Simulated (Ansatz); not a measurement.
# MgO (Periclase, Fm-3m): the dielectric response against the k mesh

Aim: how dense a k mesh do ε∞ and the zone-centre modes of MgO (Periclase, Fm-3m) need?

Main program and level: Ansatz 0.2.0; DFT PBEsol, scalar-relativistic, plane waves, PAW; PAW set soft_1.

This is a report of a sequence of runs, with most program output left out.

The database entry behind the starting cell differs from later determinations by our own check (about 0.1 % long), so it need not match the best structure at ambient conditions.

**1. The structure**

Symmetry: Fm-3m, No. 225, cubic system. Conventional cell: a = 4.217 Å, b = 4.217 Å, c = 4.217 Å, α = 90.00°, β = 90.00°, γ = 90.00°. Nearest to O lie 6 Mg at 2.11 Å. Nearest to Mg lie 6 O at 2.11 Å. Farther neighbours and most contacts between anions are not listed.

Coordinates:

```cif
data_structure
_symmetry_space_group_name_H-M 'P 1'
_symmetry_Int_Tables_number 1
_cell_length_a 2.9819
_cell_length_b 2.9819
_cell_length_c 2.9819
_cell_angle_alpha 60.000
_cell_angle_beta 60.000
_cell_angle_gamma 60.000
_cell_volume 18.75
loop_
_atom_site_label
_atom_site_type_symbol
_atom_site_fract_x
_atom_site_fract_y
_atom_site_fract_z
_atom_site_occupancy
O1 O 0.50000 0.50000 0.50000 1
Mg2 Mg 0.00000 0.00000 0.00000 1
```

**2. Bringing the structure to rest**

Harmonic phonons are second derivatives at a point where the forces vanish, and they are wanted at zero stress, so atoms and cell are relaxed first.

input.yaml reads:

```yaml
crystal:
  lattice:
    - [0.0, 2.1085, 2.1085]
    - [2.1085, 0.0, 2.1085]
    - [2.1085, 2.1085, 0.0]
  atoms:
    - { symbol: O, position: [0.5, 0.5, 0.5] }
    - { symbol: Mg, position: [0.0, 0.0, 0.0] }
kpoints:
  mp_grid: { grid: [10, 10, 10] }
hamiltonian:
  xc: pbesol
  pseudopotentials: { kind: paw, azcp: { folder: soft_1 }, xc_functional: pbe }
scf:
  occupations: { method: gaussian, width: 0.02 }
output:
  forces: true
  stress: true
  eigenvalues: true
  write_density: true
  write_potential: true
  elf: true
  volumetric_format: npy
relax:
  adjacent_minimum: "off"
  f_tol: 0.005
  max_steps: 80
  cell: { stress_tol: 0.05 }
```

On the command line:

```sh
ansatz run input.yaml --threads 4 --pin off --max-ram 10240MiB --backend cpu --events-out ev --progress --plain --runs-dir out
```

The job ended after 1.4 s (4 threads of AMD EPYC 7B13 (Zen 3), shared host; peak memory 0.33 GiB; 4 s of CPU time).

Little changed from the start: no atom moved by 0.005 Å and no cell edge by 0.1 %.

This step gave:

* pressure: -0.008064 GPa
* gap on the k-mesh: 4.620 eV
* volume per atom: 9.360 Å³

Valence density in the ac plane of the conventional cell at fractional y = 0.000, with atoms of O and Mg within 0.2 Å of it. It is the smooth field of the valence electrons, not physical close to the nuclei.

Ten steps, logarithmic in the rise over the least value, from '0' (0 e/Å³) to '9' (26 e/Å³), each cell a mean:
```
97202467531158
53001345420015
10000122210001
11000001000001
43100023100123
65310378610245
76411599831257
75311589720246
54200155300134
22100011000012
10000011100000
31001234310002
86102456531037
98312577641159
```
Columns run along a (4.2 Å), rows up along c (4.2 Å), edges of the conventional cell, whose origin can differ from the input's. Atoms in or near the plane, at fractional coordinates: O at (0.50, 0.00), O at (0.00, 0.50), Mg at (0.00, 0.00), Mg at (0.50, 0.50).

ELF in the ac plane of the conventional cell at fractional y = 0.000, with atoms of O and Mg within 0.2 Å of it. It is the smooth field of the valence electrons, not physical close to the nuclei.

Values, 14 rows by 14 columns, each cell a mean:
```
0.22 0.30 0.15 0.24 0.68 0.79 0.65 0.56 0.75 0.79 0.49 0.12 0.24 0.26
0.27 0.20 0.07 0.20 0.57 0.77 0.79 0.79 0.80 0.71 0.39 0.09 0.12 0.24
0.13 0.11 0.08 0.13 0.33 0.57 0.68 0.70 0.65 0.46 0.21 0.08 0.09 0.12
0.51 0.47 0.32 0.16 0.13 0.20 0.24 0.25 0.22 0.15 0.11 0.21 0.39 0.49
0.79 0.76 0.62 0.32 0.08 0.07 0.15 0.18 0.12 0.06 0.15 0.46 0.71 0.79
0.69 0.78 0.76 0.47 0.11 0.20 0.30 0.28 0.27 0.12 0.22 0.65 0.80 0.75
0.41 0.69 0.79 0.51 0.13 0.27 0.22 0.14 0.28 0.18 0.25 0.70 0.79 0.56
0.56 0.75 0.79 0.49 0.12 0.24 0.26 0.22 0.30 0.15 0.24 0.68 0.79 0.65
0.79 0.80 0.71 0.39 0.09 0.12 0.24 0.27 0.20 0.07 0.20 0.57 0.77 0.79
0.70 0.65 0.46 0.21 0.08 0.09 0.12 0.13 0.11 0.08 0.13 0.33 0.57 0.68
0.25 0.22 0.15 0.11 0.21 0.39 0.49 0.51 0.47 0.32 0.16 0.13 0.20 0.24
0.18 0.12 0.06 0.15 0.46 0.71 0.79 0.79 0.76 0.62 0.32 0.08 0.07 0.15
0.28 0.27 0.12 0.22 0.65 0.80 0.75 0.69 0.78 0.76 0.47 0.11 0.20 0.30
0.14 0.28 0.18 0.25 0.70 0.79 0.56 0.41 0.69 0.79 0.51 0.13 0.27 0.22
```
Columns run along a (4.2 Å), rows up along c (4.2 Å), edges of the conventional cell, whose origin can differ from the input's. Atoms in or near the plane, at fractional coordinates: O at (0.50, 0.00), O at (0.00, 0.50), Mg at (0.00, 0.00), Mg at (0.50, 0.50).

Electrostatic potential energy in the ac plane of the conventional cell at fractional y = 0.000, with atoms of O and Mg within 0.2 Å of it. With pseudopotentials it is smooth inside the atoms' cores, unlike the true potential.

Ten even steps from '0' (-76 eV) to '9' (11 eV), each cell a mean:
```
02799754589850
46899976899975
89999999999998
99999999999999
89999876799998
56999621479985
45898400169964
45898500279975
68999754689997
99999988999999
99999999999999
67999988999987
14799855699962
01699644589840
```
Columns run along a (4.2 Å; values clipped at the 3rd and 97th percentile), rows up along c (4.2 Å), edges of the conventional cell, whose origin can differ from the input's. Atoms in or near the plane, at fractional coordinates: O at (0.50, 0.00), O at (0.00, 0.50), Mg at (0.00, 0.00), Mg at (0.50, 0.50).

In this step the volume went from 9.37 to 9.36 Å³/atom.

**3. Tight relaxation**

Phonons need small forces and stress, so the relaxation is finished with tight tolerances on 12×12×12 k points.

input.yaml, the sections that differ from step 2:

```yaml
crystal:
  lattice:
    - [0.0, 2.1074832131, 2.1074832131]
    - [2.1074832131, 0.0, 2.1074832131]
    - [2.1074832131, 2.1074832131, 0.0]
  atoms:
    - { symbol: O, position: [0.5, 0.5, 0.5] }
    - { symbol: Mg, position: [0.0, 0.0, 0.0] }
kpoints:
  mp_grid: { grid: [12, 12, 12] }
scf:
  occupations: { method: fixed }
relax:
  adjacent_minimum: "off"
  f_tol: 0.001
  max_steps: 60
  cell: { stress_tol: 0.01 }
# hamiltonian, output: as in step 2
```

Run time: 0.88 s. Hardware: 4 threads; peak memory 0.33 GiB; 2.6 s of CPU time.

Little changed from the start: no atom moved by 0.005 Å and no cell edge by 0.1 %.

This step gave:

```yaml
pressure: -0.005360 GPa
```

Valence density in the ac plane of the conventional cell at fractional y = 0.000, with atoms of O and Mg within 0.2 Å of it. It is the smooth field of the valence electrons, not physical close to the nuclei.

Values in e/Å³, 14 rows by 14 columns, each cell a mean:
```
19  8  1  0  1  2  5  6  4  1  0  0  3 13
 4  1  0  0  0  1  2  3  2  1  0  0  0  3
 0  0  0  0  0  0  1  1  1  0  0  0  0  0
 0  0  0  0  0  0  0  0  0  0  0  0  0  0
 2  1  0  0  0  0  1  1  0  0  0  0  1  1
 5  3  1  0  0  1  8 11  4  0  0  1  2  4
 8  5  2  0  0  4 19 26 11  1  0  1  3  6
 6  4  1  0  0  3 13 19  8  1  0  1  2  5
 3  2  1  0  0  0  3  4  1  0  0  0  1  2
 1  1  0  0  0  0  0  0  0  0  0  0  0  1
 0  0  0  0  0  0  0  0  0  0  0  0  0  0
 1  0  0  0  0  1  1  2  1  0  0  0  0  1
11  4  0  0  1  2  4  5  3  1  0  0  1  8
26 11  1  0  1  3  6  8  5  2  0  0  4 19
```
Columns run along a (4.2 Å), rows up along c (4.2 Å), edges of the conventional cell, whose origin can differ from the input's. Atoms in or near the plane, at fractional coordinates: O at (0.50, 0.00), O at (0.00, 0.50), Mg at (0.00, 0.00), Mg at (0.50, 0.50).

ELF in the ac plane of the conventional cell at fractional y = 0.000, with atoms of O and Mg within 0.2 Å of it. It is the smooth field of the valence electrons, not physical close to the nuclei.

Ten even steps from '_' (0.06) to '@' (0.80), each cell a mean:
```
::--..::%%@@##**@@@@++__::::
::..__..**@@@@@@@@%%==____::
..______--**%%%%##++..______
**++--..__..::::::..__..==++
@@@@##--____....____..++%%@@
%%@@@@++__..--::::__::##@@@@
==%%@@**..::::..::..::%%@@**
**@@@@++__::::::--..::%%@@##
@@@@%%==____::::..__..**@@@@
%%##++..______..______--**%%
::::..__..==++**++--..__..::
..____..++%%@@@@@@##--____..
::::__::##@@@@%%@@@@++__..--
..::..::%%@@**==%%@@**..::::
```
Columns run along a (4.2 Å), rows up along c (4.2 Å), edges of the conventional cell, whose origin can differ from the input's. Atoms in or near the plane, at fractional coordinates: O at (0.50, 0.00), O at (0.00, 0.50), Mg at (0.00, 0.00), Mg at (0.50, 0.50).

Electrostatic potential energy in the ac plane of the conventional cell at fractional y = 0.000, with atoms of O and Mg within 0.2 Å of it. With pseudopotentials it is smooth inside the atoms' cores, unlike the true potential.

Values in eV, 14 rows by 14 columns, each cell a mean:
```
-75 -54 -14   5   7 -13 -29 -33 -24  -1   8   0 -32 -68
-39 -22  -1   8  10   3 -13 -17  -6   8  10   5  -9 -32
 -2   2   7  10  11  10   7   6   9  11  11   9   5   0
  8   9  10  11  10   8   5   5   7   9  10  11  10   8
 -5   4  10  10   7  -1 -14 -19  -8   4   9  11   8  -1
-27 -18   4   9   2 -22 -54 -63 -40  -8   7   9  -6 -24
-40 -27  -5   8  -2 -39 -75 -76 -63 -19   5   6 -17 -33
-33 -24  -1   8   0 -32 -68 -75 -54 -14   5   7 -13 -29
-17  -6   8  10   5  -9 -32 -39 -22  -1   8  10   3 -13
  6   9  11  11   9   5   0  -2   2   7  10  11  10   7
  5   7   9  10  11  10   8   8   9  10  11  10   8   5
-19  -8   4   9  11   8  -1  -5   4  10  10   7  -1 -14
-63 -40  -8   7   9  -6 -24 -27 -18   4   9   2 -22 -54
-76 -63 -19   5   6 -17 -33 -40 -27  -5   8  -2 -39 -75
```
Columns run along a (4.2 Å; values clipped at the 3rd and 97th percentile), rows up along c (4.2 Å), edges of the conventional cell, whose origin can differ from the input's. Atoms in or near the plane, at fractional coordinates: O at (0.50, 0.00), O at (0.00, 0.50), Mg at (0.00, 0.00), Mg at (0.50, 0.50).

The forces vanish by symmetry and the pressure is -0.005 GPa, within the tolerances set. The cell now holds 9.36 Å³/atom.

**4. Response on one mesh, 4×4×4**

Phonons follow from the second derivative of the energy, found here by linear response.

The response is solved on 4×4×4 k points.

input.yaml, the sections that differ from step 3:

```yaml
kpoints:
  mp_grid: { grid: [4, 4, 4] }
output:
  eigenvalues: true
phonons:
  method: dfpt
  dielectric: true
  rigid_motions: translations
  field_mesh: kpoints
# crystal, hamiltonian, scf: as in step 3
# relax: removed
```

It took 0.84 s on 4 threads; peak memory 0.35 GiB; 2.3 s of CPU time.

A gap read on the k-mesh alone can miss the band edges.

This step gave:

```
gap on the k-mesh                                       : 4.611 eV
sum-rule residual before enforcement                    : 1.19e-4 eV/Å²
miss of the charge sum rule                             : 6.78e-6 e
point group                                             : m-3m
highest optical mode at the zone centre (no LO-TO term) : 386.1 cm⁻¹
lowest optical zone-centre mode                         : 386.1 cm⁻¹
mean high-frequency dielectric constant                 : 3.167
largest Born charge (third of the trace)                : -1.979 e
mean static dielectric constant                         : 10.32
top of the zone-centre spectrum with the field          : 697.1 cm⁻¹
```

The optical mode without the LO-TO term lies at 386.1 cm⁻¹.

**5. Response on one mesh, 20×20×20**

The response is solved on 20×20×20 k points.

Edit input.yaml of step 4 so:

```diff
@@ -9,3 +9,3 @@
 kpoints:
-  mp_grid: { grid: [4, 4, 4] }
+  mp_grid: { grid: [20, 20, 20] }
 hamiltonian:
```

It took 15 s on 4 threads; peak memory 0.77 GiB; 53 s of CPU time.

Numbers from this step:

```
gap on the k-mesh                                       : 4.620 eV
sum-rule residual before enforcement                    : 1.29e-4 eV/Å²
miss of the charge sum rule                             : 8.75e-6 e
highest optical mode at the zone centre (no LO-TO term) : 387.1 cm⁻¹
lowest optical zone-centre mode                         : 387.1 cm⁻¹
mean high-frequency dielectric constant                 : 3.245
largest Born charge (third of the trace)                : -1.980 e
mean static dielectric constant                         : 10.37
top of the zone-centre spectrum with the field          : 692.2 cm⁻¹
```

The optical mode without the LO-TO term lies at 387.1 cm⁻¹.

Between step 4 and this run (k-mesh 20×20×20 and k divisions 20) the value for the mean high-frequency dielectric constant moves from 3.17 to 3.25 (+2 %).

**6. The series together**

The members are set side by side, also those not shown above.

One cell throughout; the field response is solved on the k mesh of the run itself. The response against the k mesh:

```csv
k divisions along a1,ε∞,ε0,"largest Born charge in size, a third of the trace (e)","top mode with the field, highest of q along x, y and z (cm⁻¹)",mode 4 T1u (cm⁻¹)
4,3.167,10.32,1.979,697.1,386.1
6,3.232,10.36,1.98,693.1,387.1
8,3.243,10.37,1.98,692.4,387.1
10,3.245,10.37,1.98,692.2,387.1
12,3.245,10.37,1.98,692.2,387.1
14,3.245,10.38,1.98,692.2,387.1
16,3.245,10.38,1.98,692.2,387.1
20,3.245,10.38,1.98,692.2,387.1
```

**7. Results**

| Quantity | Value |
| --- | --- |
| members | 8 |
| optical mode (no LO-TO term), 4 k divisions | 386.1 cm⁻¹ |
| optical mode (no LO-TO term), 20 k divisions | 387.1 cm⁻¹ |

ε∞ goes from 3.17 at 4 divisions to 3.25 at 20; from 6 divisions on it stays within 1 % of the last value. The highest mode without the field stays within 1 cm⁻¹ of its last value from 6 divisions on. The top mode with the field moves by -4.9 cm⁻¹ over the series. These are harmonic frequencies at zero temperature: anharmonic shifts, linewidths and thermal expansion are left out. The PAW files were made for PBE; the program adapts parts of them to the functional of the run, but their partial waves stay those of PBE, an approximation that was not tested in this session. Only the zone centre was solved, so an instability at another wavevector cannot show here.

[Logs are printed without paths, hosts, clocks, repeated set-up lines and the standing remarks that a program may print on its own settings, such as how far it seeks lower states.]

[Hosts, paths, dates, database ids (printed as entryN), source tags and the programs' standing remarks are cut or masked in the printed files.]
